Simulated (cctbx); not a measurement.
# Co12Bi2P7: precision against data quality

Space group P-6 (no. 174), a = 8.9950 Å, b = 8.9950 Å, c = 3.5820 Å, α = 90.00°, β = 90.00°, γ = 120.00°.

| atom | mult. | x | y | z | Ueq (Å²) |
| --- | --- | --- | --- | --- | --- |
| Bi1 | 1 | 0 | 0 | 0 | 0.0095 |
| Bi2 | 1 | 1/3 | 2/3 | 1/2 | 0.0165 |
| Co1 | 3 | 0.8183 | 0.6048 | 0 | 0.0196 |
| Co2 | 3 | 0.7177 | 0.9517 | 1/2 | 0.0140 |
| Co3 | 3 | 0.1053 | 0.3947 | 0 | 0.0260 |
| Co4 | 3 | 0.5612 | 0.4489 | 1/2 | 0.0151 |
| P1 | 3 | 0.7824 | 0.7353 | 1/2 | 0.0237 |
| P2 | 3 | 0.0758 | 0.6309 | 0 | 0.0231 |
| P3 | 1 | 2/3 | 1/3 | 0 | 0.0186 |

This is a model crystal, built by substitution and not relaxed, with assumed displacement parameters.

Five simulated data sets (cctbx; Mo Kα, λ = 0.71073 Å; 2 % proportional error) differ in resolution or exposure (noise floor 15 counts in the first three, 8 in the last two). Each is refined with the right model, isotropic at 1.1 Å and anisotropic otherwise. How do the figures of merit and the uncertainties move?

```csv
d min (Å),top counts,"⟨I/σ⟩ (unmerged, absences included)",unique,param. (scale apart),Rint,R1,GooF,largest s.u. xyz (fractional),s.u. U of P1 (Å²),largest error (Å)
1.1,5000,9.7,167,21,0.050,0.0237,1.08,0.00283,0.0053,0.0214
0.84,5000,7.2,357,42,0.074,0.0275,0.87,0.00162,0.0055,0.0215
0.6,5000,4.2,901,42,0.124,0.0473,0.93,0.00141,0.0044,0.0241
0.75,300,1.0,476,42,0.464,0.1248,0.93,0.01206,0.0374,0.1247
0.75,3000,5.8,476,42,0.083,0.0367,0.93,0.00162,0.0056,0.0342
```

The number of reflections grows roughly as 1/d³: 167, 357 and 901 here. R1 follows the noise rather than the truth: at 300 counts it is 0.1248, at 3000 counts 0.0367, while GooF is 0.93 and 0.93: the weights 1/σ² carry the noise. The s.u. of U (U11 where anisotropic) for P1 goes 0.0053, 0.0055, 0.0044 Å² with resolution and 0.0374, 0.0056 Å² with exposure.

Hardware for the 0.6 Å refinement: 0.41 s on 1 thread of Arm Neoverse V2, on a shared host, peak memory 0.09 GiB.

[Logs are printed without paths, hosts, clocks, repeated set-up lines and the standing remarks that a program may print on its own settings, such as how far it seeks lower states.]
